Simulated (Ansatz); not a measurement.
An input for Ansatz 0.2.0 (ZnInGaO4 (R3m)):

```yaml
crystal:
  lattice:
    - [1.6803268679, 0.9701371695, 8.713405462]
    - [-1.6803268679, 0.9701371695, 8.713405462]
    - [0.0, -1.940274339, 8.713405462]
  atoms:
    - { symbol: Zn, position: [0.218382, 0.218382, 0.218382] }
    - { symbol: In, position: [0.002768, 0.002768, 0.002768] }
    - { symbol: Ga, position: [0.787034, 0.787034, 0.787034] }
    - { symbol: O, position: [0.295143, 0.295143, 0.295143] }
    - { symbol: O, position: [0.711358, 0.711358, 0.711358] }
    - { symbol: O, position: [0.121717, 0.121717, 0.121717] }
    - { symbol: O, position: [0.863599, 0.863599, 0.863599] }
kpoints:
  mp_grid: { grid: [6, 6, 6] }
hamiltonian:
  xc:
    exchange: pbe
    correlation: pbe
    exx: { coeff: 0.5, omega: 0.2078 }
  pseudopotentials: { kind: paw, azcp: { folder: soft_1 } }
scf:
  occupations: { method: fixed }
gw:
  n_empty_bands: 355
  ecut_chi: 150.0
  qp_bands: [v2, c2]
  qp_kpoints: band_edges
  screening: { model: contour_deformation }
```

```sh
ansatz run input.yaml --threads 3 --pin off --max-ram 92160MiB --backend cuda --events-out ev --progress --plain --runs-dir out --devices 1 --max-vram 13GiB
```

Question: Estimate wall time and host memory on 1 × NVIDIA H100 80GB HBM3 (shared by 6 runs) with 3 threads of AMD EPYC 7R13 (Zen 3), shared host.

It took 13 min; on shared hardware allow 6.5 min to 26 min. Peak host memory was 3.4 GiB. The sizes that set the cost: 1667 plane waves a state, 32 irreducible k points, 386 bands summed, 347 plane waves in the screening and 22 SCF cycles.

The screening grows as filled bands × empty bands × pairs of k points, times the square of the screening basis for the matrix.

[Paths, hosts, dates, memory and timing lines, banners, echoed tables and standing remarks are left out of the program output.]

[Logs are printed without paths, hosts, clocks, repeated set-up lines and the standing remarks that a program may print on its own settings, such as how far it seeks lower states.]

[Runs of the session that timed out or met a known fault of the program may be left out.]

[Cells called generated may have been cut or substituted from an entry of the Crystallography Open Database or the Materials Project.]

[Hosts, paths, dates, database ids (printed as entryN), source tags and the programs' standing remarks are cut or masked in the printed files.]
